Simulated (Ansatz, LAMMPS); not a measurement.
# Structural relaxation of glassy 83P2O5-17Al2O3 (mol %) (80 atoms), part 2 of 2

How does glassy 83P2O5-17Al2O3 (mol %) (80 atoms) relax, and what do bonds, charges and levels look like afterwards?

Ansatz 0.2.0; Kohn-Sham DFT, PBEsol, PAW (set soft_2), plane waves.

The cell: 20 P, 4 Al and 56 O. The quench rate of 6 K/ps is orders of magnitude faster than experiment. The network of bonds at the start is that of the classical potential that made the cell. Only the Γ point is sampled, in a cell whose shortest periodic width is 10 Å.

So far, density (g/cm³): step 5 (structure statistics after relaxation) 2.62.

## 6. Single point at the relaxed geometry

One more single point at the end of the walk gives the fuller output and checks the residual forces.

Input file input.yaml:

```yaml
crystal:
  lattice:
    - [10.25444, -0.02546, 0.27515]
    - [-0.02546, 9.85493, 0.03214]
    - [0.27515, 0.03214, 10.1755]
  atoms:
    - { symbol: P, position: [0.41776, 0.94065, 0.88102] }
    - { symbol: P, position: [0.16206, 0.86049, 0.01412] }
    - { symbol: P, position: [0.04436, 0.02449, 0.68903] }
    - { symbol: P, position: [0.73458, 0.68659, 0.21942] }
    - { symbol: P, position: [0.18985, 0.24008, 0.54033] }
    - { symbol: P, position: [0.59683, 0.17395, 0.25742] }
    - { symbol: P, position: [0.32041, 0.1352, 0.2813] }
    - { symbol: P, position: [0.64112, 0.815, 0.47687] }
[... 68 atom lines left out ...]
    - { symbol: O, position: [0.68216, 0.96127, 0.45332] }
    - { symbol: O, position: [0.38876, 0.8375, 0.77313] }
    - { symbol: O, position: [0.68121, 0.78991, 0.13088] }
    - { symbol: O, position: [0.29854, 0.19915, 0.63708] }
kpoints:
  mp_grid: { grid: [1, 1, 1] }
hamiltonian:
  xc: pbesol
scf:
  occupations: { method: fermi_dirac, width: 0.05 }
output:
  forces: true
  stress: true
  populations: intrinsic
  dos:
    method: { smearing: { sigma: 0.08 } }
    de: 0.1
    projected: { site_lists: { Al: [Al], O: [O], P: [P] } }
  eigenvalues: true
  write_density: true
  write_potential: true
  volumetric_format: npy
  elf: true
```

Command:

```
ansatz run input.yaml --threads 4 --pin off --max-ram 8192MiB --backend cpu --events-out ev --progress --plain --runs-dir out
```

Wall time 9.5 s (4 threads of Intel Xeon Platinum 8488C (Sapphire Rapids), shared host); peak memory 1.3 GiB; 34 s of CPU time.

The program notes that the exchange-correlation potential is rough where the density is thin.

Read from the output:

| Property | Result |
| --- | --- |
| free energy | -48338.3209 eV |
| free energy per atom | -604.2290 eV/atom |
| SCF cycles | 10 |
| pressure | 0.001469 GPa |
| r.m.s. force component | 0.00382 eV/Å |
| longest force | 0.01771 eV/Å |
| Fermi energy | 5.318 eV |
| gap (highest filled to lowest empty level) | 4.102 eV |

Intrinsic-atomic-orbital charges by element and coordination:

| element | coordination | atoms | mean charge (e) | spread | least | most |
| --- | --- | --- | --- | --- | --- | --- |
| Al | all | 4 | 1.33 | 0.0655 | 1.25 | 1.43 |
| Al | 4 | 1 | 1.43 | 0 | 1.43 | 1.43 |
| Al | 5 | 2 | 1.31 | 7.0e-4 | 1.31 | 1.31 |
| Al | 6 | 1 | 1.25 | 0 | 1.25 | 1.25 |
| O | all | 56 | -0.867 | 0.0332 | -0.956 | -0.816 |
| O | 1 | 11 | -0.906 | 0.0251 | -0.956 | -0.864 |
| O | 2 | 45 | -0.857 | 0.0273 | -0.928 | -0.816 |
| P | all | 20 | 2.16 | 0.0404 | 2.12 | 2.25 |
| P | 4 | 19 | 2.16 | 0.0414 | 2.12 | 2.25 |
| P | 5 | 1 | 2.16 | 0 | 2.16 | 2.16 |

States in the cell by windows of 1 eV, zero at the Fermi level; the larger projections on atomic orbitals stand beside the total:

| from (eV) | to (eV) | total | O p | P p | O s |
| --- | --- | --- | --- | --- | --- |
| -10 | -9 | 15.8 | 11.0 | 1.9 | 1.3 |
| -9 | -8 | 18.7 | 13.9 | 2.1 | 1.7 |
| -8 | -7 | 39.9 | 32.2 | 3.0 | 2.9 |
| -7 | -6 | 41.3 | 35.1 | 2.3 | 2.3 |
| -6 | -5 | 50.2 | 44.7 | 1.8 | 1.9 |
| -5 | -4 | 49.4 | 45.8 | 1.2 | 1.0 |
| -4 | -3 | 42.9 | 40.1 | 1.4 | 0.4 |
| -3 | -2 | 19.7 | 18.7 | 0.5 | 0.1 |
| -2 | -1 | 0.4 | 0.4 | 0.0 | 0.0 |
| -1 | 1 | 0.0 | 0.0 | 0.0 | 0.0 |
| 1 | 2 | 0.3 | 0.0 | 0.0 | 0.1 |
| 2 | 3 | 3.5 | 0.4 | 0.5 | 0.7 |
| 3 | 4 | 10.2 | 1.5 | 2.2 | 1.9 |
| 4 | 5 | 25.1 | 3.9 | 8.2 | 3.3 |

The curve was stored every 0.100 eV, coarse against its broadening of 0.08 eV, so these counts are rough.

Between -26 and -10 eV lie 170 more states.

The levels nearest the highest filled one (over half full), pooled over k-points and spins:

| level less the highest filled one (eV) | occupation |
| --- | --- |
| -0.746 | 2 |
| -0.728 | 2 |
| -0.673 | 2 |
| -0.635 | 2 |
| -0.189 | 2 |
| 0 | 2 |
| 4.10 | 0 |
| 4.98 | 0 |
| 5.19 | 0 |
| 5.70 | 0 |
| 5.73 | 0 |
| 5.90 | 0 |

Valence density in the bc plane at fractional x = 0.681, with atoms of P and Al and O within 0.2 Å of it. It is the smooth field of the valence electrons, not physical close to the nuclei.

Ten steps, logarithmic in the rise over the least value, from '_' (0.0 e/Å³) to '@' (6.8 e/Å³), each cell a mean:
```
--==**##**==::____..::--====--..______________..::::::::
--++##%%%%++::..____..::----::..______________..::----::
--==**##**==::________........________________..::----::
----====--::..________________________________..::::::::
------::....____________________________________......::
++++==--..________________________________________..::--
##%%**==::____________........____________________..::++
%%%%##==::..________..--======::..________....____..::++
++**++==::..........--++##%%##++::____....::::::....::==
------::::::::::..::--**%%@@%%**--..__..::------::....::
----::....::::::..::--++##%%##++::..__..--======--------
**==::....::::......::--==++==--..__..::--======++**####
%%++--::------::..__....::::....__..::--==++====**##@@@@
##++----++****==::______________..--++####**++==++##@@@@
++----++##@@%%**--..____________..==##@@@@##++----==****
::..::++%%@@@@##--..____________..==##@@@@##==::..::::::
__..::==**####++::..______..::::::--++****++--..________
..::::--==++==--::........--++**++====++++==--....______
::------------------::::--++%%@@%%**++==++++++==::......
--====----::--====++======**%%@@%%**++++**%%%%##==::..::
======--::..::--==++++====**####**==--==##@@@@%%**--::::
------::......::--====--::==++==--::::--++%%@@##++--::::
..::::::....__..::--==========::..____..--==++++--::....
::----==--::..__..::--==++==--::________....::::::......
```
Columns run along b (9.9 Å), rows up along c (10.2 Å). Atoms in or near the plane, at fractional coordinates: P at (0.43, 0.09), Al at (0.96, 0.04), Al at (0.13, 0.54), O at (0.70, 0.37), O at (0.20, 0.36), O at (0.54, 0.19), O at (0.47, 0.59), O at (0.96, 0.45), O at (0.79, 0.13).

ELF in the bc plane at fractional x = 0.681, with atoms of P and Al and O within 0.2 Å of it. It is the smooth field of the valence electrons, not physical close to the nuclei.

Values, 13 rows by 16 columns, each cell a mean:
```
0.42 0.80 0.83 0.66 0.08 0.07 0.36 0.56 0.37 0.05 0.00 0.01 0.02 0.10 0.20 0.12
0.32 0.67 0.74 0.59 0.11 0.02 0.16 0.25 0.09 0.01 0.00 0.00 0.05 0.23 0.29 0.20
0.39 0.30 0.15 0.07 0.01 0.00 0.01 0.01 0.00 0.00 0.00 0.00 0.01 0.08 0.11 0.19
0.79 0.74 0.31 0.02 0.01 0.03 0.19 0.31 0.23 0.05 0.00 0.01 0.01 0.01 0.09 0.63
0.76 0.72 0.24 0.07 0.07 0.13 0.61 0.72 0.76 0.38 0.02 0.04 0.07 0.05 0.05 0.50
0.28 0.12 0.02 0.12 0.17 0.14 0.64 0.64 0.78 0.44 0.02 0.12 0.28 0.23 0.21 0.28
0.78 0.22 0.17 0.23 0.10 0.06 0.33 0.54 0.42 0.10 0.14 0.27 0.34 0.27 0.73 0.64
0.68 0.23 0.75 0.76 0.60 0.13 0.03 0.05 0.02 0.27 0.77 0.69 0.72 0.37 0.70 0.71
0.15 0.28 0.72 0.63 0.71 0.21 0.01 0.06 0.10 0.19 0.70 0.68 0.61 0.15 0.20 0.39
0.15 0.25 0.50 0.52 0.25 0.13 0.05 0.47 0.75 0.55 0.39 0.47 0.36 0.18 0.03 0.03
0.51 0.55 0.36 0.26 0.53 0.59 0.31 0.64 0.66 0.73 0.50 0.56 0.71 0.73 0.30 0.14
0.40 0.36 0.12 0.11 0.41 0.49 0.14 0.26 0.65 0.48 0.19 0.65 0.67 0.79 0.49 0.09
0.15 0.36 0.34 0.13 0.05 0.18 0.27 0.38 0.31 0.06 0.03 0.31 0.50 0.39 0.10 0.01
```
Columns run along b (9.9 Å), rows up along c (10.2 Å). Atoms in or near the plane, at fractional coordinates: P at (0.43, 0.09), Al at (0.96, 0.04), Al at (0.13, 0.54), O at (0.70, 0.37), O at (0.20, 0.36), O at (0.54, 0.19), O at (0.47, 0.59), O at (0.96, 0.45), O at (0.79, 0.13).

Mean intrinsic-atomic-orbital charges: Al +1.33, O -0.87, P +2.16 e.

Local excerpt of 17 atoms (numbers count through the whole input) about O52, which has 1 bonded neighbour where the commonest count for O is 2; x, y, z are measured from there.

| atom | x | y | z | distance (Å) | bonds | intrinsic-atomic-orbital charge (e) |
| --- | --- | --- | --- | --- | --- | --- |
| O52 | 0.00 | 0.00 | 0.00 | 0.00 | 1 | -0.90 |
| P15 | 0.74 | -0.41 | -1.18 | 1.46 | 4 | 2.13 |
| O38 | 0.13 | -1.62 | -1.96 | 2.55 | 2 | -0.86 |
| O50 | 1.06 | 0.77 | -2.23 | 2.58 | 2 | -0.84 |
| O40 | 2.26 | -0.87 | -0.97 | 2.61 | 2 | -0.83 |
| O76 | -0.52 | -2.16 | 1.52 | 2.70 | 2 | -0.82 |
| O51 | 1.98 | -1.69 | 1.33 | 2.92 | 2 | -0.83 |
| O42 | -0.82 | 2.82 | -0.13 | 2.94 | 2 | -0.90 |
| O28 | 2.74 | 1.41 | 0.35 | 3.10 | 1 | -0.89 |
| O41 | 0.20 | 0.48 | 3.22 | 3.26 | 2 | -0.88 |
| P20 | -2.00 | -1.78 | 1.89 | 3.28 | 4 | 2.25 |
| O69 | -2.84 | -1.50 | 0.69 | 3.28 | 2 | -0.85 |
| P14 | 0.94 | -2.49 | 2.17 | 3.43 | 4 | 2.20 |
| O79 | -1.85 | 1.80 | 2.33 | 3.48 | 2 | -0.83 |
| P16 | 2.93 | -1.93 | 0.00 | 3.51 | 4 | 2.13 |
| P4 | -1.28 | 0.79 | 3.25 | 3.58 | 4 | 2.18 |
| O66 | -2.02 | -0.63 | 2.94 | 3.63 | 2 | -0.82 |

The column of bonds counts only the pairs O-P within 2.11 Å, O-Al within 2.33 Å; other neighbours, such as metal atoms beside each other in a compound, aren't counted, and periodic images can show an atom twice.

## 7. Results

* energy change in the relaxation: -142 meV/atom
* r.m.s. displacement: 0.526 Å
* largest displacement: 1.498 Å
* free energy per atom: -604.2290 eV/atom
* pressure: 0.001469 GPa
* r.m.s. force component: 0.00382 eV/Å
* gap (highest filled to lowest empty level): 4.102 eV
* wall time of the 3 DFT runs: 4.6 min

Relaxation lowers the energy by 142 meV/atom and moves atoms by 0.53 Å r.m.s.; the r.m.s. force component goes from 1.6 to 0.0038 eV/Å, the pressure goes from -0.13 to 0.0015 GPa, and the gap from 1.99 to 4.10 eV. Displacements are taken in the final cell, so they leave out its strain. By the final cutoffs 1 of 99 bonded pairs parted and 3 joined. The cell shrank by 3.1 % in volume. First to last step the energy falls by 11.357 eV, across changes of basis; the largest move, 1.50 Å, is that of O54. The O-P bonds change most in mean length: from 1.540 Å (spread 0.050) to 1.556 Å (spread 0.066). By these cutoffs 50 % of Al atoms have 5, 80 % of O atoms have 2 and 95 % of P atoms have 4 bonded neighbours. 80 % of the oxygens bridge two formers (P and Al) and 20 % are non-bridging. The highest filled and lowest empty levels differ by 4.10 eV (at Γ alone); a semilocal functional tends to put such gaps too low. In a disordered cell it changes from sample to sample, and tail or defect levels can set it.

**Limits.** The network of bonds at the start is that of the classical potential that made the cell; in DFT 1 of its 99 bonded pairs passed out of the cutoffs and 3 came within them.

[Logs are printed without paths, hosts, clocks, repeated set-up lines and the standing remarks that a program may print on its own settings, such as how far it seeks lower states.]

[Hosts, paths, dates, database ids (printed as entryN), source tags and the programs' standing remarks are cut or masked in the printed files.]
